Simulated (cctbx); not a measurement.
# MnCuS2 with cctbx, script by script

Library: cctbx 2025.11. The data are simulated by the first script.

## 1. Simulate the data

run.py:

```python
from cctbx import adptbx, crystal, miller, sgtbx, xray
from cctbx.array_family import flex
from iotbx.shelx import hklf
from scitbx import matrix
import scitbx.random

cs = crystal.symmetry(unit_cell=(7.245, 7.245, 5.578, 90, 90, 90), space_group_symbol='Hall: -I 4 2c')  # I4/mcm
atoms = [  # label, site, U (iso, or U11 U22 U33 U12 U13 U23 in A^2), occupancy
    ("Cu1", (0, 0, 0.25), (0.0259, 0.0259, 0.0293, 0.0000, 0.0000, 0.0000), 1),
    ("Mn1", (0, 0.5, 0.25), (0.0261, 0.0261, 0.0264, 0.0000, 0.0000, 0.0000), 1),
    ("S1", (0.1683, 0.3317, 0), (0.0217, 0.0217, 0.0206, -0.0023, 0.0000, 0.0000), 1),
]
xs = xray.structure(crystal_symmetry=cs)
for label, site, u, occ in atoms:
    u = adptbx.u_cif_as_u_star(cs.unit_cell(), u) if isinstance(u, tuple) else u
    xs.add_scatterer(xray.scatterer(label, site=site, u=u, occupancy=occ))
xs.set_inelastic_form_factors(0.6889, "sasaki")
xs.show_summary()
p1 = xs.expand_to_p1()
ms = miller.build_set(p1, anomalous_flag=True, d_min=0.6)
flex.set_random_seed(994154)
scitbx.random.set_random_seed(994154)
ms = ms.select(flex.random_double(ms.size()) < 0.7)
i = ms.structure_factors_from_scatterers(p1, algorithm="direct").f_calc().as_intensity_array().data()
i = i / flex.sqrt(1 + 0.1 * i / flex.max(i))  # extinction
i = i * 5000 / flex.max(i)
sig = flex.sqrt(i + flex.pow2(0.03 * i) + 4 ** 2)
noise = scitbx.random.variate(scitbx.random.normal_distribution())(i.size())
data = ms.array(data=i + sig * noise, sigmas=sig).set_observation_type_xray_intensity()
with open("data.hkl", "w") as f:
    data.export_as_shelx_hklf(f)
print("reflections written:", data.size(), " <I/sigma> = %.1f" % flex.mean(data.data() / data.sigmas()))
for h, a, b in list(data.sort("data"))[:12]:
    print("%4d%4d%4d %9.1f %7.1f" % (h + (a, b)))
```

```console
$ python run.py
```

```text
Number of scatterers: 3
At special positions: 3
Unit cell: (7.245, 7.245, 5.578, 90, 90, 90)
Space group: I 4/m c m (No. 140)
reflections written: 4004  <I/sigma> = 2.8
   0  -2  -2    5182.2   165.9
  -2   0   2    5162.9   165.9
   2  -2   0    5104.5   159.7
  -2   2   0    5102.0   159.7
   0  -2   2    5023.3   165.9
  -2   0  -2    5007.4   165.9
   0   2  -2    4992.0   165.9
   0   2   2    4825.1   165.9
  -2  -2   0    4799.1   159.7
   2   2   0    4487.2   159.7
   0   0   4    3384.5   115.7
   0  -4   2    2785.5    96.2
```

It took 0.35 s on 1 thread of Arm Neoverse N1, on a shared host, peak memory 0.07 GiB.

## 2. Refinement (right model, isotropic)

run.py:

```python
import math
from cctbx import adptbx, crystal, maptbx, sgtbx, xray
from cctbx.array_family import flex
from cctbx.xray import observations
from iotbx.shelx import hklf
from scitbx.lstbx import normal_eqns_solving
from smtbx import absolute_structure, utils
from smtbx.refinement import constraints, least_squares

cs = crystal.symmetry(unit_cell=(7.245, 7.245, 5.578, 90, 90, 90), space_group_symbol='Hall: -I 4 2c')  # I4/mcm
atoms = [  # label, site, U (iso, or U11 U22 U33 U12 U13 U23 in A^2), occupancy
    ("Cu1", (0, 0, 0.25), 0.0200, 1),
    ("Mn1", (0, 0.5, 0.25), 0.0200, 1),
    ("S1", (0.1704, 0.3296, 0), 0.0200, 1),
]
xs = xray.structure(crystal_symmetry=cs)
for label, site, u, occ in atoms:
    u = adptbx.u_cif_as_u_star(cs.unit_cell(), u) if isinstance(u, tuple) else u
    xs.add_scatterer(xray.scatterer(label, site=site, u=u, occupancy=occ))
xs.set_inelastic_form_factors(0.6889, "sasaki")
raw = hklf.reader(file_name="data.hkl").as_miller_arrays(crystal_symmetry=cs, anomalous=True)[0]
merged = raw.eliminate_sys_absent().merge_equivalents()
fo2 = merged.array().set_observation_type_xray_intensity()
print("Rint %.3f, %d unique reflections to %.2f A" % (merged.r_int(), fo2.size(), fo2.d_min()))
for sc in xs.scatterers():
    sc.flags.set_grad_site(True)
    sc.flags.set_grad_u_aniso(sc.flags.use_u_aniso())
    sc.flags.set_grad_u_iso(sc.flags.use_u_iso())
obs = fo2.as_xray_observations()
extra = {}
rep = constraints.reparametrisation(xs, [], utils.connectivity_table(xs), **extra)
ls = least_squares.crystallographic_ls(obs, rep, weighting_scheme=least_squares.mainstream_shelx_weighting(a=0, b=0))
print("cycle     R1     wR2    GooF  max shift (A)")
for cycle in range(8):
    ls.build_up()
    r1, wr2, goof = ls.r1_factor(cutoff_factor=2)[0], ls.wR2(), ls.goof()
    old = xs.sites_cart()
    normal_eqns_solving.levenberg_marquardt_iterations(ls, n_max_iterations=3, tau=1e-06, step_threshold=1e-7)
    big = flex.max((xs.sites_cart() - old).norms())
    print("%4d %7.4f %7.4f %7.3f %9.5f" % (cycle + 1, r1, wr2, goof, big))
    ls.build_up(objective_only=True)
    if abs(ls.wR2() - wr2) < 5e-5 and big < 5e-4:
        break
ls.build_up()
print("final R1 %.4f wR2 %.4f GooF %.3f  parameters %d  data/parameter %.1f" % (ls.r1_factor(cutoff_factor=2)[0], ls.wR2(), ls.goof(), ls.n_parameters, fo2.size() / ls.n_parameters))
cov = ls.covariance_matrix_and_annotations()
su = dict(zip(cov.annotations, (math.sqrt(max(v, 0)) for v in cov.matrix.matrix_packed_u_diagonal())))
a2 = cs.unit_cell().reciprocal_parameters()[0] ** -2
print("atom        x        y        z      Ueq    occ   su(xyz)  su(Uiso or U11)")
for sc in xs.scatterers():
    s = max(su.get(sc.label + k, 0) for k in (".x", ".y", ".z"))
    npd = "" if sc.is_positive_definite_u(cs.unit_cell()) else "  NPD"
    print("%-5s %8.5f %8.5f %8.5f %8.4f %6.3f %8.5f %7.4f%s" % ((sc.label,) + sc.site + (sc.u_iso_or_equiv(cs.unit_cell()), sc.occupancy, s, su.get(sc.label + ".uiso", su.get(sc.label + ".u11", 0) * a2), npd)))
fo = fo2.f_sq_as_f()
fc = fo.structure_factors_from_scatterers(xs, algorithm="direct").f_calc()
diff = fo.f_obs_minus_f_calc(1 / math.sqrt(ls.scale_factor()), fc).average_bijvoet_mates()
m = diff.fft_map(symmetry_flags=maptbx.use_space_group_symmetry, resolution_factor=0.25).apply_volume_scaling()
print("difference map: max %.2f min %.2f rms %.2f" % (m.statistics().max(), m.statistics().min(), m.statistics().sigma()))
peaks = m.peak_search(parameters=maptbx.peak_search_parameters(min_distance_sym_equiv=0.6, max_clusters=6)).all()
near = xs.closest_distances(peaks.sites(), distance_cutoff=4)
sps = cs.special_position_settings(min_distance_sym_equiv=0.5)
for k, (x, h) in enumerate(zip(peaks.sites(), peaks.heights())):
    ss = sps.site_symmetry(x)
    print("Q%-3d %7.4f %7.4f %7.4f %4d %7.2f  %.2f A from %s" % ((k + 1,) + tuple(t % 1 for t in ss.exact_site()) + (ss.multiplicity(), h, near.smallest_distances[k], xs.scatterers()[near.i_seqs[k]].label)))
```

```console
$ python run.py
```

```text
Rint 0.053, 211 unique reflections to 0.60 A
cycle     R1     wR2    GooF  max shift (A)
   1  0.0916  0.1894   4.859   0.02224
   2  0.0229  0.0486   1.246   0.00000
final R1 0.0229 wR2 0.0486 GooF 1.246  parameters 4  data/parameter 52.8
atom        x        y        z      Ueq    occ   su(xyz)  su(Uiso or U11)
Cu1    0.00000  0.00000  0.25000   0.0266  1.000  0.00000  0.0002
Mn1    0.00000  0.50000  0.25000   0.0260  1.000  0.00000  0.0002
S1     0.16823  0.33177  0.00000   0.0209  1.000  0.00011  0.0002
difference map: max 1.52 min -0.96 rms 0.20
Q1    0.0000  0.0000  0.1828    8    1.57  0.37 A from Cu1
Q2    0.1210  0.3790  0.0000    8    1.21  0.48 A from S1
Q3    0.1985  0.3015  0.0000    8    1.13  0.31 A from S1
Q4    0.0763  0.4237  0.4008   16    0.72  1.15 A from Mn1
Q5    0.0557  0.1829  0.0000   16    0.71  1.35 A from S1
Q6    0.0390  0.4610  0.5000    8    0.69  1.45 A from Mn1
```

Time: 0.48 s.

## 3. Refinement (right model, anisotropic)

run.py, as its changes from the last script of this kind:

```diff
@@ -12,3 +12,3 @@
-    ("Cu1", (0, 0, 0.25), 0.0200, 1),
-    ("Mn1", (0, 0.5, 0.25), 0.0200, 1),
-    ("S1", (0.1704, 0.3296, 0), 0.0200, 1),
+    ("Cu1", (0, 0, 0.25), 0.0266, 1),
+    ("Mn1", (0, 0.5, 0.25), 0.0260, 1),
+    ("S1", (0.16823, 0.33177, 0), 0.0209, 1),
@@ -20,0 +21 @@
+xs.convert_to_anisotropic()
```

```console
$ python run.py
```

```text
Rint 0.053, 211 unique reflections to 0.60 A
cycle     R1     wR2    GooF  max shift (A)
   1  0.0229  0.0486   1.259   0.00023
   2  0.0173  0.0370   0.960   0.00000
final R1 0.0173 wR2 0.0370 GooF 0.960  parameters 8  data/parameter 26.4
atom        x        y        z      Ueq    occ   su(xyz)  su(Uiso or U11)
Cu1    0.00000  0.00000  0.25000   0.0267  1.000  0.00000  0.0002
Mn1    0.00000  0.50000  0.25000   0.0259  1.000  0.00000  0.0002
S1     0.16825  0.33175  0.00000   0.0209  1.000  0.00009  0.0002
difference map: max 0.82 min -0.77 rms 0.18
Q1    0.0750  0.1990  0.0000   16    0.83  1.18 A from S1
Q2    0.0418  0.2678  0.5000   16    0.77  1.59 A from S1
Q3    0.0620  0.4380  0.3696   16    0.65  0.92 A from Mn1
Q4    0.0273  0.0790  0.0000   16    0.60  1.52 A from Cu1
Q5    0.0749  0.2060  0.1871   32    0.54  1.54 A from S1
Q6    0.0429  0.3613  0.1509   32    0.47  1.19 A from Mn1
```

Time: 0.48 s.

## 4. Refinement

run.py, as its changes from the last script of this kind:

```diff
@@ -14 +14 @@
-    ("S1", (0.16823, 0.33177, 0), 0.0209, 1),
+    ("P1", (0.16823, 0.33177, 0), 0.0209, 1),
@@ -35 +35 @@
-for cycle in range(8):
+for cycle in range(12):
```

```console
$ python run.py
```

```text
Rint 0.053, 211 unique reflections to 0.60 A
cycle     R1     wR2    GooF  max shift (A)
   1  0.0410  0.0823   2.131   0.00004
   2  0.0228  0.0519   1.345   0.00000
final R1 0.0228 wR2 0.0519 GooF 1.345  parameters 8  data/parameter 26.4
atom        x        y        z      Ueq    occ   su(xyz)  su(Uiso or U11)
Cu1    0.00000  0.00000  0.25000   0.0271  1.000  0.00000  0.0003
Mn1    0.00000  0.50000  0.25000   0.0264  1.000  0.00000  0.0003
P1     0.16823  0.33177  0.00000   0.0186  1.000  0.00012  0.0002
difference map: max 0.84 min -0.75 rms 0.20
Q1    0.0772  0.2009  0.0000   16    0.84  1.15 A from P1
Q2    0.1596  0.2752  0.0000   16    0.77  0.41 A from P1
Q3    0.0420  0.2681  0.5000   16    0.73  1.59 A from P1
Q4    0.0615  0.4385  0.3705   16    0.63  0.92 A from Mn1
Q5    0.1263  0.3737  0.0974   16    0.62  0.69 A from P1
Q6    0.0270  0.0789  0.0000   16    0.60  1.52 A from Cu1
```

Time: 0.49 s.

This run holds a fault made on purpose: wrong element: P1 is S.

## 5. Refinement

run.py:

```python
import math
from cctbx import adptbx, crystal, maptbx, sgtbx, xray
from cctbx.array_family import flex
from cctbx.xray import observations
from iotbx.shelx import hklf
from scitbx.lstbx import normal_eqns_solving
from smtbx import absolute_structure, utils
from smtbx.refinement import constraints, least_squares

cs = crystal.symmetry(unit_cell=(7.245, 7.245, 5.578, 90, 90, 90), space_group_symbol='Hall: -I 4 2c')  # I4/mcm
atoms = [  # label, site, U (iso, or U11 U22 U33 U12 U13 U23 in A^2), occupancy
    ("Cu1", (0, 0, 0.25), 0.0266, 1),
    ("Mn1", (0, 0.5, 0.25), 0.0260, 1),
    ("P1", (0.16823, 0.33177, 0), 0.0209, 1),
]
xs = xray.structure(crystal_symmetry=cs)
for label, site, u, occ in atoms:
    u = adptbx.u_cif_as_u_star(cs.unit_cell(), u) if isinstance(u, tuple) else u
    xs.add_scatterer(xray.scatterer(label, site=site, u=u, occupancy=occ))
xs.set_inelastic_form_factors(0.6889, "sasaki")
xs.convert_to_anisotropic()
raw = hklf.reader(file_name="data.hkl").as_miller_arrays(crystal_symmetry=cs, anomalous=True)[0]
merged = raw.eliminate_sys_absent().merge_equivalents()
fo2 = merged.array().set_observation_type_xray_intensity()
print("Rint %.3f, %d unique reflections to %.2f A" % (merged.r_int(), fo2.size(), fo2.d_min()))
for sc in xs.scatterers():
    sc.flags.set_grad_site(True)
    sc.flags.set_grad_u_aniso(sc.flags.use_u_aniso())
    sc.flags.set_grad_u_iso(sc.flags.use_u_iso())
obs = fo2.as_xray_observations()
extra = {}
rep = constraints.reparametrisation(xs, [], utils.connectivity_table(xs), **extra)
ls = least_squares.crystallographic_ls(obs, rep, weighting_scheme=least_squares.mainstream_shelx_weighting(a=0, b=0))
print("cycle     R1     wR2    GooF  max shift (A)")
for cycle in range(12):
    ls.build_up()
    r1, wr2, goof = ls.r1_factor(cutoff_factor=2)[0], ls.wR2(), ls.goof()
    old = xs.sites_cart()
    normal_eqns_solving.levenberg_marquardt_iterations(ls, n_max_iterations=3, tau=1e-06, step_threshold=1e-7)
    big = flex.max((xs.sites_cart() - old).norms())
    print("%4d %7.4f %7.4f %7.3f %9.5f" % (cycle + 1, r1, wr2, goof, big))
    ls.build_up(objective_only=True)
    if abs(ls.wR2() - wr2) < 5e-5 and big < 5e-4:
        break
ls.build_up()
print("final R1 %.4f wR2 %.4f GooF %.3f  parameters %d  data/parameter %.1f" % (ls.r1_factor(cutoff_factor=2)[0], ls.wR2(), ls.goof(), ls.n_parameters, fo2.size() / ls.n_parameters))
cov = ls.covariance_matrix_and_annotations()
su = dict(zip(cov.annotations, (math.sqrt(max(v, 0)) for v in cov.matrix.matrix_packed_u_diagonal())))
a2 = cs.unit_cell().reciprocal_parameters()[0] ** -2
print("atom        x        y        z      Ueq    occ   su(xyz)  su(Uiso or U11)")
for sc in xs.scatterers():
    s = max(su.get(sc.label + k, 0) for k in (".x", ".y", ".z"))
    npd = "" if sc.is_positive_definite_u(cs.unit_cell()) else "  NPD"
    print("%-5s %8.5f %8.5f %8.5f %8.4f %6.3f %8.5f %7.4f%s" % ((sc.label,) + sc.site + (sc.u_iso_or_equiv(cs.unit_cell()), sc.occupancy, s, su.get(sc.label + ".uiso", su.get(sc.label + ".u11", 0) * a2), npd)))
fo = fo2.f_sq_as_f()
fc = fo.structure_factors_from_scatterers(xs, algorithm="direct").f_calc()
diff = fo.f_obs_minus_f_calc(1 / math.sqrt(ls.scale_factor()), fc).average_bijvoet_mates()
m = diff.fft_map(symmetry_flags=maptbx.use_space_group_symmetry, resolution_factor=0.25).apply_volume_scaling()
print("difference map: max %.2f min %.2f rms %.2f" % (m.statistics().max(), m.statistics().min(), m.statistics().sigma()))
peaks = m.peak_search(parameters=maptbx.peak_search_parameters(min_distance_sym_equiv=0.6, max_clusters=6)).all()
near = xs.closest_distances(peaks.sites(), distance_cutoff=4)
sps = cs.special_position_settings(min_distance_sym_equiv=0.5)
for k, (x, h) in enumerate(zip(peaks.sites(), peaks.heights())):
    ss = sps.site_symmetry(x)
    print("Q%-3d %7.4f %7.4f %7.4f %4d %7.2f  %.2f A from %s" % ((k + 1,) + tuple(t % 1 for t in ss.exact_site()) + (ss.multiplicity(), h, near.smallest_distances[k], xs.scatterers()[near.i_seqs[k]].label)))
```

```console
$ python run.py
```

```text
Rint 0.053, 211 unique reflections to 0.60 A
cycle     R1     wR2    GooF  max shift (A)
   1  0.0410  0.0823   2.131   0.00004
   2  0.0228  0.0519   1.345   0.00000
final R1 0.0228 wR2 0.0519 GooF 1.345  parameters 8  data/parameter 26.4
atom        x        y        z      Ueq    occ   su(xyz)  su(Uiso or U11)
Cu1    0.00000  0.00000  0.25000   0.0271  1.000  0.00000  0.0003
Mn1    0.00000  0.50000  0.25000   0.0264  1.000  0.00000  0.0003
P1     0.16823  0.33177  0.00000   0.0186  1.000  0.00012  0.0002
difference map: max 0.84 min -0.75 rms 0.20
Q1    0.0772  0.2009  0.0000   16    0.84  1.15 A from P1
Q2    0.1596  0.2752  0.0000   16    0.77  0.41 A from P1
Q3    0.0420  0.2681  0.5000   16    0.73  1.59 A from P1
Q4    0.0615  0.4385  0.3705   16    0.63  0.92 A from Mn1
Q5    0.1263  0.3737  0.0974   16    0.62  0.69 A from P1
Q6    0.0270  0.0789  0.0000   16    0.60  1.52 A from Cu1
```

Time: 0.48 s.

This run holds a fault made on purpose: wrong element: P1 is S.

## 6. Refinement

run.py, as its changes from the last script of this kind:

```diff
@@ -14 +13,0 @@
-    ("P1", (0.16823, 0.33177, 0), 0.0209, 1),
```

```console
$ python run.py
```

```text
Rint 0.053, 211 unique reflections to 0.60 A
cycle     R1     wR2    GooF  max shift (A)
   1  0.5048  0.7563  19.405   0.00000
final R1 0.5048 wR2 0.7563 GooF 19.405  parameters 4  data/parameter 52.8
atom        x        y        z      Ueq    occ   su(xyz)  su(Uiso or U11)
Cu1    0.00000  0.00000  0.25000   0.0266  1.000  0.00000  0.0097
Mn1    0.00000  0.50000  0.25000   0.0260  1.000  0.00000  0.0114
difference map: max 60.16 min -10.42 rms 2.83
Q1    0.0000  0.0000  0.2500    4   60.16  0.00 A from Cu1
Q2    0.1676  0.3324  0.0000    8   26.34  2.21 A from Mn1
Q3    0.1676  0.3324  0.5000    8   26.34  2.21 A from Mn1
Q4    0.1675  0.1675  0.0000   16   16.12  2.21 A from Cu1
Q5    0.0000  0.3356  0.2500   16    8.99  1.19 A from Mn1
Q6    0.0000  0.5000  0.2500    4    3.03  0.00 A from Mn1
```

It took 0.45 s on 1 thread of Arm Neoverse N1 (shared host), peak memory 0.09 GiB.

This run holds a fault made on purpose: atom left out: S1.

[Logs are printed without paths, hosts, clocks, repeated set-up lines and the standing remarks that a program may print on its own settings, such as how far it seeks lower states.]
